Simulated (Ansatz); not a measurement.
# Ba2MgAl2Sn2: relaxing a made-up structure, part 2 of 2

This structure for Ba2MgAl2Sn2 is made up. Its elements were placed in a known structure type with a cell scaled to their sizes. What cell does the guess relax to, and how far off was it?

Ansatz 0.2.0; DFT, PBE, plane-wave PAW, files of the set soft_1, scalar-relativistic, no spin, cell and ions relaxed at zero pressure; PAW set soft_1 (the session's first sound run).

So far: The structure; Relaxing cell and atoms. The relaxed cell has a, b, c = 4.562, 5.069, 20.266 Å (conventional setting).

### Step 3. Electronic structure of the relaxed cell

A second self-consistent run takes a narrower smearing and the mesh shown in its input; the bands follow along the standard path of the relaxed lattice.

This step: DFT, PBE, plane-wave PAW, files of the set soft_1, scalar-relativistic, no spin, bands and density of states at the relaxed cell; PAW set soft_1 (Ansatz 0.2.0).

input.yaml

```yaml
crystal:
  lattice:
    - [-2.2810530085, 2.5346237707, 10.1330366563]
    - [2.2810530085, -2.5346237707, 10.1330366563]
    - [2.2810530085, 2.5346237707, -10.1330366563]
  atoms:
    - { symbol: Ba, position: [0.1769152082, 0.1769152082, 0.0] }
    - { symbol: Ba, position: [0.8230847918, 0.8230847918, 0.0] }
    - { symbol: Sn, position: [0.3656303838, 0.3656303838, 0.0] }
    - { symbol: Sn, position: [0.6343696162, 0.6343696162, 0.0] }
    - { symbol: Al, position: [0.4399249697, 0.9399249697, 0.5] }
    - { symbol: Al, position: [0.5600750303, 0.0600750303, 0.5] }
    - { symbol: Mg, position: [0.0, 0.5, 0.5] }
kpoints:
  mp_grid: { grid: [10, 10, 10] }
  band_path:
    path:
      - [[0.0, 0.0, 0.0], [-0.26266868, 0.26266868, 0.26266868], [-0.49702685, 0.49702685, 0.02831052], [-0.5, 0.5, 0.0], [-0.75, 0.25, 0.25], [-0.5, 0.0, 0.5], [-0.73733132, -0.26266868, 0.73733132], [-0.5, -0.5, 0.5], [0.0, 0.0, 0.0], [-0.26564184, 0.26564184, -0.26564184], [-0.5, 0.0, 0.0], [-0.75, 0.25, 0.25]]
      - [[-0.50297315, 0.50297315, -0.02831052], [-0.26564184, 0.26564184, -0.26564184]]
      - [[-0.73435816, -0.26564184, 0.26564184], [-0.5, -0.5, 0.5]]
    npoints: 6
scf:
  occupations: { method: fermi_dirac, width: 0.03 }
  n_extra_bands: 11
hamiltonian:
  xc: pbe
  pseudopotentials: { kind: paw, azcp: { folder: soft_1 } }
output:
  forces: true
  stress: true
  write_bands: true
  dos: { projected: true }
  write_density: true
  write_potential: true
  elf: true
  volumetric_format: npy
```

Run with:

```console
ansatz run input.yaml --threads 4 --pin off --max-ram 10240MiB --backend cpu --events-out ev --progress --plain --runs-dir out
```

Numbers of over 12 decimals in the logs are rounded to 6 here.

Log:

```text
[...]
Crystal: 7 atoms, lattice volume = 234.341 Å³
Basis set: ecut = 420 eV, 4583 PW (Γ), FFT grids on a1−a2, a2, a2+a3, exchange–correlation on 96×144×64 points (8 copies of the dense FFT grid, shifted against one another)
Bands: 43, of which v1, the nominal top of the filled ones, is band 32 counted from 1 (31 counted from 0)
Symmetry: 8 space group operations
[...]
k-points: 171 of 1000
[...]
SCF iter   1: F=—  HF=-26951.275707 eV  |F-HF|=—  |Δ(HF+E_count)|=         —  Δρ=3.45e-2  dr2=1.80e1  ethr=3.10e-3  ⟨swp⟩=9.6  Hψ=41749  notcnv=0  defer=11
[...]
SCF iter  10: F=-26948.337043 eV  HF=-26948.337043 eV  |F-HF|=9.99e-9  |Δ(HF+E_count)|=   3.63e-8  Δρ=3.56e-6  dr2=7.12e-8  ethr=1.56e-10  ⟨swp⟩=20.0  Hψ=65708  notcnv=0
SCF 1 converged in 10 iterations: F = -26948.337043 eV  dr2 = 7.12e-8
[...]
NSCF: frozen V_eff on 81 k-points
SCF converged after 10 iterations
Free energy (F): -26948.337043 eV
[...]
Internal energy: -26948.330476 eV  (E = F + TS)
E sigma→0 (E₀):  -26948.333760 eV
Entropy (-TS):   -0.006567 eV (-0.938 meV/atom)
Fermi energy:    7.174184 eV
[...]
--- Forces (eV/Å), atoms counted from 1 ---
  atom   1  Ba     0.00000000     0.00000000    -0.00763060
  atom   2  Ba     0.00000000     0.00000000     0.00763060
  atom   3  Sn     0.00000000     0.00000000     0.01644828
  atom   4  Sn     0.00000000     0.00000000    -0.01644828
  atom   5  Al     0.00000000     0.00000000     0.01617732
  atom   6  Al     0.00000000     0.00000000    -0.01617732
  atom   7  Mg     0.00000000     0.00000000     0.00000000
  max |Σ_I F_I| component: 3.47e-18 eV/Å
--- Stress (GPa, compression-positive) ---
       -0.011431       0.000000       0.000000
        0.000000       0.117428       0.000000
        0.000000       0.000000      -0.093271
  P = ⅓ Tr σ = 0.0042 GPa (0.042 kbar)
--- Band table (eV; the first three rows and the last of 171) ---
  k-point 0: bands = [... 28 lower, 5.9901, 6.2493, 6.3328, 6.4500, 6.7154, 7.7611, 8.6104, 8.7052, ... 7 higher]
  k-point 1: bands = [... 28 lower, 5.7032, 6.1868, 6.3538, 7.0635, 7.3071, 7.7395, 8.2780, 8.3835, ... 7 higher]
  k-point 2: bands = [... 28 lower, 5.4289, 5.8047, 6.2029, 7.0230, 7.5407, 7.9405, 8.2854, 8.3039, ... 7 higher]
  k-point 170: bands = [... 28 lower, 6.0699, 6.2334, 6.3262, 6.5371, 7.2006, 7.5990, 7.6768, 8.4855, ... 7 higher]
```

Wall time 31 s (4 threads of Intel Xeon Platinum 8375C at 2.90GHz (Ice Lake), shared host); peak memory 1.6 GiB.

This step gave:

* free energy: -26948.3370 eV
* energy at zero smearing: -26948.3338 eV
* smearing term TS: 0.006567 eV
* Fermi energy: 7.174 eV
* pressure: 0.004242 GPa

From bands.tsv, the bands that come nearest the Fermi level along the path, at its corners, in eV from the Fermi level:

| point | band 29 | band 30 | band 31 | band 32 | band 33 | band 34 | band 35 | band 36 |
| --- | --- | --- | --- | --- | --- | --- | --- | --- |
| Γ | -1.18 | -0.92 | -0.84 | -0.72 | -0.46 | 0.59 | 1.44 | 1.53 |
| X | -1.53 | -1.18 | -1.09 | -0.20 | 0.09 | 0.53 | 1.09 | 1.10 |
| L | -1.93 | -1.87 | -1.44 | -1.33 | 0.32 | 0.41 | 0.48 | 1.05 |
| T | -1.93 | -1.92 | -1.40 | -1.37 | 0.38 | 0.41 | 0.42 | 1.09 |
| W | -2.03 | -1.93 | -1.36 | -1.27 | 0.26 | 0.35 | 0.45 | 1.04 |
| R | -1.47 | -1.19 | -1.08 | -0.16 | -0.07 | 0.58 | 1.00 | 1.28 |
| X1 | -1.53 | -1.18 | -1.09 | -0.20 | 0.09 | 0.53 | 1.09 | 1.10 |
| Z | -1.10 | -0.94 | -0.85 | -0.64 | 0.03 | 0.42 | 0.50 | 1.31 |
| Γ | -1.18 | -0.92 | -0.84 | -0.72 | -0.46 | 0.59 | 1.44 | 1.53 |
| Y | -1.62 | -1.36 | -1.33 | -0.61 | 0.29 | 0.84 | 1.40 | 1.69 |
| S | -1.63 | -1.33 | -1.26 | -0.66 | 0.24 | 0.88 | 1.45 | 1.80 |
| W | -2.03 | -1.93 | -1.36 | -1.27 | 0.26 | 0.35 | 0.45 | 1.04 |
| L1 | -1.93 | -1.87 | -1.44 | -1.33 | 0.32 | 0.41 | 0.48 | 1.05 |
| Y | -1.62 | -1.36 | -1.33 | -0.61 | 0.29 | 0.84 | 1.40 | 1.69 |
| Y1 | -1.62 | -1.36 | -1.33 | -0.61 | 0.29 | 0.84 | 1.40 | 1.69 |
| Z | -1.10 | -0.94 | -0.85 | -0.64 | 0.03 | 0.42 | 0.50 | 1.31 |

States per cell as run, both spins, in windows of 1 eV, from dos.tsv (zero at the Fermi level):

| from | to | total |
| --- | --- | --- |
| -8 | -7 | 3.20 |
| -7 | -6 | 0.19 |
| -6 | -5 | 1.50 |
| -5 | -4 | 1.07 |
| -4 | -3 | 1.99 |
| -3 | -2 | 3.17 |
| -2 | -1 | 5.40 |
| -1 | 0 | 2.75 |
| 0 | 1 | 5.75 |
| 1 | 2 | 4.38 |
| 2 | 3 | 5.97 |

Below -8 eV lie 44.7 more states.

Valence density in the ac plane of the conventional cell at fractional y = 0.000, with atoms of Ba and Sn and Al and Mg within 0.2 Å of it. It is the smooth field of the valence electrons, not physical close to the nuclei.

Ten steps, logarithmic in the rise over the least value, from '0' (0 e/Å³) to '9' (14 e/Å³), each cell a mean:
```
00000488610000
00000000000000
21100000000012
44421000001344
44431000002454
33210000000123
10000000000001
43210000001134
98521111112378
65322211122346
11111100111111
00001222211000
00011122211000
11111100111111
86422211122357
87521100012368
32110000000122
10000000000000
43210000000234
34431000002454
44320000001344
11000000000001
00000000000000
00001599720000
```
Columns run along a (4.6 Å), rows up along c (20.3 Å), edges of the conventional cell, whose origin can differ from the input's. Atoms in or near the plane, at fractional coordinates: Ba at (0.00, 0.18), Ba at (0.00, 0.82), Sn at (0.00, 0.37), Sn at (0.00, 0.63), Al at (0.50, 0.44), Al at (0.50, 0.56), Mg at (0.50, 0.00).

Electrostatic potential energy in the ac plane of the conventional cell at fractional y = 0.000, with atoms of Ba and Sn and Al and Mg within 0.2 Å of it. With pseudopotentials it is smooth inside the atoms' cores, unlike the true potential.

Ten even steps from '_' (-49 eV) to '@' (11 eV), each cell a mean:
```
@@@@@@@@%%++::::--##%%@@@@@@
@@@@@@@@@@@@@@@@@@@@@@@@@@@@
%%%%@@@@@@@@@@@@@@@@@@@@%%%%
..::==##%%@@@@@@@@@@%%**--..
____--##%%@@@@@@@@@@%%++..__
**##%%%%@@@@@@@@@@@@@@%%##**
@@@@@@@@@@@@@@@@@@@@@@@@@@@@
**##%%@@@@@@@@@@@@@@@@@@##**
@@##==##@@@@@@@@@@@@%%++++@@
**++**%%%%########%%%%##****
@@@@@@@@####@@@@%%**%%@@@@@@
@@@@@@@@@@%%######%%@@@@@@@@
@@@@@@@@%%########%%@@@@@@@@
%%@@@@@@##**@@@@%%**%%@@@@@@
##**++%%%%%%####%%%%%%##++**
%%**++%%@@@@@@@@@@@@%%**++##
##%%@@@@@@@@@@@@@@@@@@@@%%##
@@@@@@@@@@@@@@@@@@@@@@@@@@@@
++**##%%@@@@@@@@@@@@%%%%**++
____::**%%@@@@@@@@@@%%++..__
::--**%%@@@@@@@@@@@@%%##==::
%%@@@@@@@@@@@@@@@@@@@@@@@@%%
@@@@@@@@@@@@%%%%%%@@@@@@@@@@
@@@@@@@@%%==..__::**%%@@@@@@
```
Columns run along a (4.6 Å; values clipped at the 3rd and 97th percentile), rows up along c (20.3 Å), edges of the conventional cell, whose origin can differ from the input's. Atoms in or near the plane, at fractional coordinates: Ba at (0.00, 0.18), Ba at (0.00, 0.82), Sn at (0.00, 0.37), Sn at (0.00, 0.63), Al at (0.50, 0.44), Al at (0.50, 0.56), Mg at (0.50, 0.00).

ELF in the ac plane of the conventional cell at fractional y = 0.000, with atoms of Ba and Sn and Al and Mg within 0.2 Å of it. It is the smooth field of the valence electrons, not physical close to the nuclei.

Ten even steps from '_' (0.02) to '@' (0.84), each cell a mean:
```
::----::....::::::....----::
__....::::::::::::::::......
==--::____..::::....__..--==
++##@@**::__....__..==%%@@**
::**@@%%--________..**@@%%--
****==::____________..--++**
======--::..____..::----====
====++**++--....::==****++==
____::==**++====++**++--..__
..::==**%%%%++==##@@%%++--::
----++****--::--..++##**==--
__..::==##%%@@@@@@%%**--..__
....::==**##########++--....
--==++####--::--::**##**==--
....--++%%%%**++##%%##==::..
__..--==++++----==++++--::__
++++****++::......==++****++
----::::....______..::::----
%%##**--..__________::++##%%
..++@@%%--____..__..**@@%%::
##%%%%++..__....____--##@@%%
::::..__....::::::..____..::
....::::::::::::::::::::....
::----::__::::::::....------
```
Columns run along a (4.6 Å), rows up along c (20.3 Å), edges of the conventional cell, whose origin can differ from the input's. Atoms in or near the plane, at fractional coordinates: Ba at (0.00, 0.18), Ba at (0.00, 0.82), Sn at (0.00, 0.37), Sn at (0.00, 0.63), Al at (0.50, 0.44), Al at (0.50, 0.56), Mg at (0.50, 0.00).

### Step 4. Summary of results

```yaml
space_group_relaxed: Immm
conventional_cell: a = 4.562, b = 5.069, c = 20.266 Å; α = 90.0°, β = 90.0°, γ = 90.0°
volume_per_atom: 33.48 Å³ (guess 30.12)
```

In words: Ba2MgAl2Sn2 relaxes to Immm with a = 4.562, b = 5.069 and c = 20.266 Å. The guessed volume was 10 % too small. The space group Immm was held in the relaxation, so the end point is a stationary structure within it and may be a saddle against distortions or other arrangements. Bands cross the Fermi level, so it is a metal or semimetal at this level. On the 10×10×10 mesh with the narrower smearing (relaxed on 8×8×8) the largest force component is 0.016 eV/Å and the largest stress component is 0.117 GPa, against the relaxation's thresholds of 0.015 eV/Å and 0.05 GPa. The cutoff wasn't tested. Spin-orbit coupling is left out, which can matter for elements this heavy. No dispersion term is used, so weakly bound directions may come out too long. Nothing here tests whether the compound is stable against decomposition.

[Logs are printed without paths, hosts, clocks, repeated set-up lines and the standing remarks that a program may print on its own settings, such as how far it seeks lower states.]

[Hosts, paths, dates, database ids (printed as entryN), source tags and the programs' standing remarks are cut or masked in the printed files.]
